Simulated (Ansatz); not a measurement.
# AlNi (Pm-3m): modes against biaxial strain in the (001) plane, part 2 of 2

Wanted: the shifts of the zone-centre modes of AlNi (Pm-3m) with strain.

Ansatz 0.2.0; DFT PBEsol, scalar-relativistic, plane waves, PAW; PAW set soft_1.

So far, highest optical mode at the zone centre (no LO-TO term) (cm⁻¹): step 4 (modes at rest) 302.

The database entry behind the starting cell differs from later determinations by our own check (about 0.2 % short), so it need not match the best structure at ambient conditions.

## Step 5: A member of the series: biaxial strain of +4 % in the (001) plane

The cell takes a biaxial strain of +4 % in the (001) plane. The strained lengths are held, while the rest of the cell and the atoms relax.

input.yaml

```yaml
crystal:
  lattice:
    - [2.9762086409, 0.0, 0.0]
    - [0.0, 2.9762086409, 0.0]
    - [0.0, 0.0, 2.7651697374]
  atoms:
    - { symbol: Al, position: [0.0, 0.0, 0.0] }
    - { symbol: Ni, position: [0.5, 0.5, 0.5] }
kpoints:
  mp_grid: { grid: [16, 16, 16] }
hamiltonian:
  xc: pbesol
  pseudopotentials: { kind: paw, azcp: { folder: soft_1 }, xc_functional: pbe }
scf:
  occupations: { method: methfessel_paxton, width: 0.2 }
output:
  forces: true
  stress: true
  eigenvalues: true
relax:
  adjacent_minimum: "off"
  f_tol: 0.001
  max_steps: 60
  cell: { stress_tol: 0.01, fix: [a, b, gamma] }
```

Started as:

```bash
$ ansatz run input.yaml --threads 4 --pin off --max-ram 10240MiB --backend cpu --events-out ev --progress --plain --runs-dir out
```

Numbers of over 12 decimals in the logs are rounded to 6 here.

The program printed:

```text
[...]
Crystal: 2 atoms, lattice volume = 24.493 Å³
Basis set: ecut = 420 eV, 477 PW (Γ), exchange–correlation on 40×40×40 points (8 copies of the dense FFT grid, shifted against one another)
Bands: 15, of which v1, the nominal top of the filled ones, is band 11 counted from 1 (10 counted from 0)
Symmetry: 16 space group operations
[...]
k-points: 405 of 4096
[...]
k-point 404: bands = [... 7 lower, 12.4529, 12.6279, 15.4404, 15.4404, 15.5808, 17.1237, 17.3330, 18.2117]
--- Relaxed structure (4 steps of the walk, 4 accepted, 1 SCFs on fresh bases) ---
[...]
cell:  # Å, volume = 24.2593 Å³
    - [2.9762086409, 0.0, 0.0]
    - [0.0, 2.9762086409, 0.0]
    - [0.0, 0.0, 2.738740]
  atoms:
    - { symbol: Al, position: [0, 0, 0.0] }
    - { symbol: Ni, position: [0.5, 0.5, 0.5] }
[key lines of the parts left out:]
SCF converged after 5 iterations
Free energy (F): -6330.829135 eV
Fermi energy:    13.504394 eV
P = ⅓ Tr σ = -5.0865 GPa (-50.865 kbar)
```

Wall time 25 s (4 threads of Intel Xeon at 2.50GHz (Skylake/Cascade Lake), shared host); peak memory 0.49 GiB.

Relaxation path:

```tsv
step	energy less that of the first step (eV)	largest force component (eV/Å)	pressure (GPa)	volume (Å³)
1	0.0000	0.0000	-6.59	24.49
2	-0.0015	0.0000	-5.69	24.35
3	-0.0018	0.0000	-5.05	24.25
4	-0.0018	0.0000	-5.09	24.26
5*	-0.0018	0.0000	-5.09	24.26
```

Relaxation steps marked * repeat the geometry before them on a plane-wave basis chosen anew for their cell, so energy and pressure can jump there.

Forces are held to the 16 operations that the run works with; a distortion that breaks them can't arise in this run.

```tsv
conventional cell, symmetrised	before	after	change
a (Å)	2.976	2.976	+0.0 %
b (Å)	2.976	2.976	+0.0 %
c (Å)	2.765	2.739	-1.0 %
volume (Å³/atom)	12.25	12.13	-1.0 %
```

The relaxed structure:

```cif
data_structure
_symmetry_space_group_name_H-M 'P 1'
_symmetry_Int_Tables_number 1
_cell_length_a 2.9762
_cell_length_b 2.9762
_cell_length_c 2.7387
_cell_angle_alpha 90.000
_cell_angle_beta 90.000
_cell_angle_gamma 90.000
_cell_volume 24.26
loop_
_atom_site_label
_atom_site_type_symbol
_atom_site_fract_x
_atom_site_fract_y
_atom_site_fract_z
_atom_site_occupancy
Al1 Al 0.00000 0.00000 0.00000 1
Ni2 Ni 0.50000 0.50000 0.50000 1
```

Numbers from this step:

```
pressure        : -5.086 GPa
volume per atom : 12.13 Å³
```

The forces vanish by symmetry.

## Step 6: Modes of this member: biaxial strain of +4 % in the (001) plane

The zone-centre modes follow for biaxial strain of +4 % in the (001) plane.

input.yaml, the sections that differ from step 5:

```yaml
crystal:
  lattice:
    - [2.9762086409, 0.0, 0.0]
    - [0.0, 2.9762086409, 0.0]
    - [0.0, 0.0, 2.7387397548]
  atoms:
    - { symbol: Al, position: [0.0, 0.0, 0.0] }
    - { symbol: Ni, position: [0.5, 0.5, 0.5] }
output:
  eigenvalues: true
phonons:
  method: dfpt
# kpoints, hamiltonian, scf: as in step 5
# relax: removed
```

The program printed:

```text
zone centre: on kpoints.mp_grid the ground state, and the responses unless they are solved on pairs of k-points, stand on 729 of the mesh's 4096 k-points, reduced under 8 symmetry operations, with k and −k counted as one. Each operation leaves every solved displacement unchanged or reverses it
[...]
Crystal: 2 atoms, lattice volume = 24.259 Å³
Basis set: ecut = 420 eV, 477 PW (Γ), exchange–correlation on 40×40×40 points (8 copies of the dense FFT grid, shifted against one another)
Bands: 15, of which v1, the nominal top of the filled ones, is band 11 counted from 1 (10 counted from 0)
Symmetry: 16 space group operations
k-points: 729 of 4096 (irreducible under 8 space group operations)
[...]
SCF iter   1: F=—  HF=-6331.213308 eV  |F-HF|=—  |Δ(HF+E_count)|=         —  Δρ=8.33e-2  dr2=1.68e0  ethr=3.10e-3  ⟨swp⟩=4.1  Hψ=48648  notcnv=0
[...]
SCF iter  10: F=-6330.829135 eV  HF=-6330.829135 eV  |F-HF|=0.00e0  |Δ(HF+E_count)|=  2.73e-12  S|Δr|=    0.00e0  Δρ=5.04e-8  dr2=3.66e-13  ethr=1.00e-12  ⟨swp⟩=4.5  Hψ=38230  notcnv=0
SCF 1 converged in 10 iterations: F = -6330.829135 eV  dr2 = 3.66e-13
[...]
SCF converged after 10 iterations
[...]
Free energy (F): -6330.829135 eV
[...]
Internal energy: -6330.829499 eV  (E = F + TS)
E sigma→0 (E₀):  -6330.829226 eV
Entropy (-TS):   0.000364 eV (0.182 meV/atom)
Fermi energy:    13.504394 eV
[...]
--- Band table (eV; the first three rows and the last of 729) ---
  k-point 0: bands = [... 7 lower, 11.8424, 12.0894, 12.0894, 17.9499, 17.9499, 20.9851, 21.2221, 21.5484]
  k-point 1: bands = [... 7 lower, 11.8477, 12.0441, 12.0441, 18.0595, 18.0595, 19.7316, 21.2363, 22.4590]
  k-point 2: bands = [... 7 lower, 11.8629, 11.9207, 11.9207, 18.1179, 18.3767, 18.3767, 21.2788, 23.2179]
  k-point 728: bands = [... 7 lower, 12.4529, 12.6279, 15.4404, 15.4404, 15.5808, 17.1237, 17.3330, 18.2117]
[...]
ASR residual: 2.932e-5 → 0.000e0 eV/Å²; symmetrization residual: 3.345e-7 eV/Å²
  ASR residual per site (eV/Å²): 1.65e-5 2.93e-5
  Γ frequencies (cm⁻¹): 0.00 0.00 0.00 278.43 279.18 279.18
[...]
```

It took 57 s on 4 threads; peak memory 1 GiB; 3.2 min of CPU time.

Numbers from this step:

```
sum-rule residual before enforcement                    : 2.93e-5 eV/Å²
point group                                             : 4/mmm
highest optical mode at the zone centre (no LO-TO term) : 279.2 cm⁻¹
lowest optical zone-centre mode                         : 278.4 cm⁻¹
```

Patterns of degenerate modes are one choice out of their space. Modes at Γ, with each element's share of the kinetic energy:

```tsv
mode	frequency (cm⁻¹)	symmetry	Al %	Ni %
1	0.0	acoustic	31	69
2	0.0	acoustic	31	69
3	0.0	acoustic	31	69
4	278.4	A2u	69	31
5	279.2	Eu	69	31
6	279.2	Eu	69	31
```

The lowest optical mode is real, 278 cm⁻¹, and the highest lies at 279.2 cm⁻¹.

For the highest optical mode at the zone centre (no LO-TO term), step 4 gave 302 cm⁻¹; this run, with strain 4 %, gives 279 cm⁻¹ (-8 %).

## Step 7: Relaxation of a member: biaxial strain of -4 % in the (001) plane

The cell takes a biaxial strain of -4 % in the (001) plane. The strained lengths are held, while the rest of the cell and the atoms relax.

input.yaml, the sections that differ from step 6:

```yaml
crystal:
  lattice:
    - [2.7472695146, 0.0, 0.0]
    - [0.0, 2.7472695146, 0.0]
    - [0.0, 0.0, 2.9900474876]
  atoms:
    - { symbol: Al, position: [0.0, 0.0, 0.0] }
    - { symbol: Ni, position: [0.5, 0.5, 0.5] }
output:
  forces: true
  stress: true
  eigenvalues: true
relax:
  adjacent_minimum: "off"
  f_tol: 0.001
  max_steps: 60
  cell: { stress_tol: 0.01, fix: [a, b, gamma] }
# kpoints, hamiltonian, scf: as in step 6
# phonons: removed
```

The program printed:

```text
[...]
Crystal: 2 atoms, lattice volume = 22.567 Å³
Basis set: ecut = 420 eV, 453 PW (Γ), exchange–correlation on 40×40×40 points (8 copies of the dense FFT grid, shifted against one another)
Bands: 15, of which v1, the nominal top of the filled ones, is band 11 counted from 1 (10 counted from 0)
Symmetry: 16 space group operations
[...]
k-points: 405 of 4096
[...]
k-point 404: bands = [... 7 lower, 13.2449, 13.5486, 16.2167, 16.4663, 16.4663, 18.5446, 18.7029, 18.7029]
--- Relaxed structure (5 steps of the walk, 5 accepted, 2 SCFs on fresh bases) ---
[...]
cell:  # Å, volume = 22.9865 Å³
    - [2.7472695146, 0.0, 0.0]
    - [0.0, 2.7472695146, 0.0]
    - [0.0, 0.0, 3.045581]
  atoms:
    - { symbol: Al, position: [0, 0, 0.0] }
    - { symbol: Ni, position: [0.5, 0.5, 0.500000] }
[key lines of the parts left out:]
SCF converged after 5 iterations
Free energy (F): -6330.834068 eV
Fermi energy:    14.418521 eV
P = ⅓ Tr σ = 3.9743 GPa (39.743 kbar)
```

Run time: 32 s. Hardware: 4 threads; peak memory 0.48 GiB; 1.8 min of CPU time.

Relaxation path:

```tsv
step	energy less that of the first step (eV)	largest force component (eV/Å)	pressure (GPa)	volume (Å³)
1	0.0000	0.0000	7.47	22.57
2	-0.0029	0.0000	6.09	22.73
3	-0.0045	0.0000	4.10	22.97
4	-0.0045	0.0000	3.98	22.98
5*	-0.0047	0.0000	3.99	22.98
6	-0.0047	0.0000	3.97	22.99
7*	-0.0047	0.0000	3.97	22.99
```

Relaxation steps marked * repeat the geometry before them on a plane-wave basis chosen anew for their cell, so energy and pressure can jump there.

Forces are held to the 16 operations that the run works with; a distortion that breaks them can't arise in this run.

```tsv
conventional cell, symmetrised	before	after	change
a (Å)	2.747	2.747	-0.0 %
b (Å)	2.747	2.747	-0.0 %
c (Å)	2.990	3.046	+1.9 %
volume (Å³/atom)	11.28	11.49	+1.9 %
```

Final coordinates:

```xyz
2
Lattice="2.7473 0.0000 0.0000 0.0000 2.7473 0.0000 0.0000 0.0000 3.0456" Properties=species:S:1:pos:R:3 pbc="T T T"
Al    0.0000    0.0000    0.0000
Ni    1.3736    1.3736    1.5228
```

This step gave:

* pressure: 3.974 GPa
* volume per atom: 11.49 Å³

The forces vanish by symmetry.

## Step 8: Modes of this member: biaxial strain of -4 % in the (001) plane

The zone-centre modes follow for biaxial strain of -4 % in the (001) plane.

input.yaml, the sections that differ from step 7:

```yaml
crystal:
  lattice:
    - [2.7472695146, 0.0, 0.0]
    - [0.0, 2.7472695146, 0.0]
    - [0.0, 0.0, 3.0455810735]
  atoms:
    - { symbol: Al, position: [0.0, 0.0, 0.0] }
    - { symbol: Ni, position: [0.5, 0.5, 0.5] }
output:
  eigenvalues: true
phonons:
  method: dfpt
# kpoints, hamiltonian, scf: as in step 7
# relax: removed
```

The program printed:

```text
[...]
Crystal: 2 atoms, lattice volume = 22.986 Å³
Basis set: ecut = 420 eV, 463 PW (Γ), exchange–correlation on 40×40×48 points (8 copies of the dense FFT grid, shifted against one another)
Bands: 15, of which v1, the nominal top of the filled ones, is band 11 counted from 1 (10 counted from 0)
Symmetry: 16 space group operations
k-points: 729 of 4096 (irreducible under 8 space group operations)
[...]
k-point 2: bands = [... 7 lower, 12.6593, 12.6593, 13.0185, 16.1557, 21.6861, 21.6861, 23.0246, 23.6687]
  k-point 728: bands = [... 7 lower, 13.2449, 13.5486, 16.2167, 16.4663, 16.4663, 18.5446, 18.7029, 18.7029]
[...]
ASR residual: 1.593e-5 → 0.000e0 eV/Å²; symmetrization residual: 9.310e-7 eV/Å²
  ASR residual per site (eV/Å²): 1.59e-5 1.59e-5
  Γ frequencies (cm⁻¹): 0.00 0.00 0.00 304.58 304.58 319.60
[...]
[key lines of the parts left out:]
SCF converged after 9 iterations
Free energy (F): -6330.834068 eV
Fermi energy:    14.418521 eV
```

Elapsed: 60 s, on 4 threads; peak memory 1 GiB.

This step gave:

- sum-rule residual before enforcement: 1.59e-5 eV/Å²
- highest optical mode at the zone centre (no LO-TO term): 319.6 cm⁻¹
- lowest optical zone-centre mode: 304.6 cm⁻¹

Patterns of degenerate modes are one choice out of their space. The modes at Γ (shares of kinetic energy by element, %):

```tsv
mode	frequency (cm⁻¹)	symmetry	Al %	Ni %
1	0.0	acoustic	31	69
2	0.0	acoustic	31	69
3	0.0	acoustic	31	69
4	304.6	Eu	69	31
5	304.6	Eu	69	31
6	319.6	A2u	69	31
```

The lowest optical mode is real, 305 cm⁻¹, and the highest lies at 319.6 cm⁻¹.

Between step 4 and this run (strain -4 %) the value for the highest optical mode at the zone centre (no LO-TO term) moves from 302 cm⁻¹ to 320 cm⁻¹ (+6 %).

## Step 9: The series together

The members are set side by side, also those not shown above.

Stress is positive in compression; energies are extrapolated to zero smearing, and E0 is that at rest; the edges not held and the atoms are relaxed in each cell; all runs use 16×16×16 k points and Methfessel-Paxton smearing of 0.2 eV. State of the crystal along the series:

```tsv
strain (%)	in-plane stress (GPa)	free strain along [001] (%)	E - E0 (meV/atom)
-4	5.961	6.424	20.4
-3	5.039	4.484	12.23
-2	3.58	2.825	5.727
-1	1.941	1.305	1.52
0	-0.008877	0	0
1	-2.101	-1.139	1.624
2	-3.94	-2.281	6.162
3	-5.692	-3.374	13.13
4	-7.628	-4.298	22.75
```

Optical modes are counted from below at rest and tracked from member to member by their patterns, and modes that stay within 0.3 cm⁻¹ of each other stand once; labels, where given, are those at rest; the edges not held and the atoms are relaxed in each cell; all runs use 16×16×16 k points and Methfessel-Paxton smearing of 0.2 eV. Optical modes along the series:

```tsv
strain (%)	optical mode 1 T1u, singlet (cm⁻¹)	optical mode 2 T1u, doublet (cm⁻¹)
-4	319.6	304.6
-3	316.4	307
-2	312.1	306.9
-1	307.5	305.5
0	302.1	302.1
1	296.1	297.2
2	290.4	292.1
3	284.6	286.3
4	278.4	279.2
```

Value and slope at zero strain of a cubic (a lower polynomial where under five rows exist) through the rows within 2 % of rest. Slopes at rest:

```tsv
mode	frequency (cm⁻¹)	shift per percent of strain (cm⁻¹)	shift per GPa of compressive stress (cm⁻¹)
optical mode 1 T1u, singlet	302.1	-5.76	2.78
optical mode 2 T1u, doublet	302	-4.24	2.05
```

## Step 10: Results

```json
{"members": "9", "highest optical mode at the zone centre (no LO-TO term), at rest": "302.1 cm⁻¹", "biaxial modulus in the (001) plane": "207 GPa", "optical mode 1 T1u, singlet, shift per percent": "-5.76 cm⁻¹", "optical mode 2 T1u, doublet, shift per percent": "-4.24 cm⁻¹"}
```

The stress changes by 2.07 GPa for each percent, a biaxial modulus of 207 GPa in the (001) plane. For each percent the free edge responds with -1.20 %. The strain lowers the symmetry: the level at 302.1 cm⁻¹ splits, into 319.6 and 304.6 cm⁻¹ at -4 %. Within 2 % of rest optical mode 2 T1u, doublet bends away from a straight line, so a single slope holds only near rest. The fastest shift in the table of slopes is -5.8 cm⁻¹ for each percent (optical mode 1 T1u, singlet), or 2.8 cm⁻¹ for each GPa of compressive stress. For small strain, the measured shift of a line that Raman or infrared light can see, divided by its slope, estimates the stress, if the state of stress is of this kind. These are harmonic frequencies at zero temperature: anharmonic shifts, linewidths and thermal expansion are left out. With no gap, or one that is small against the smearing, the frequencies hang on the k mesh and the smearing, most of all near Kohn anomalies. The runs are without spin polarisation, although the cell has an odd electron count. The PAW files were made for PBE; the program adapts parts of them to the functional of the run, but their partial waves stay those of PBE, an approximation that was not tested in this session. Only the zone centre was solved, so an instability at another wavevector cannot show here.

[Logs are printed without paths, hosts, clocks, repeated set-up lines and the standing remarks that a program may print on its own settings, such as how far it seeks lower states.]

[Hosts, paths, dates, database ids (printed as entryN), source tags and the programs' standing remarks are cut or masked in the printed files.]
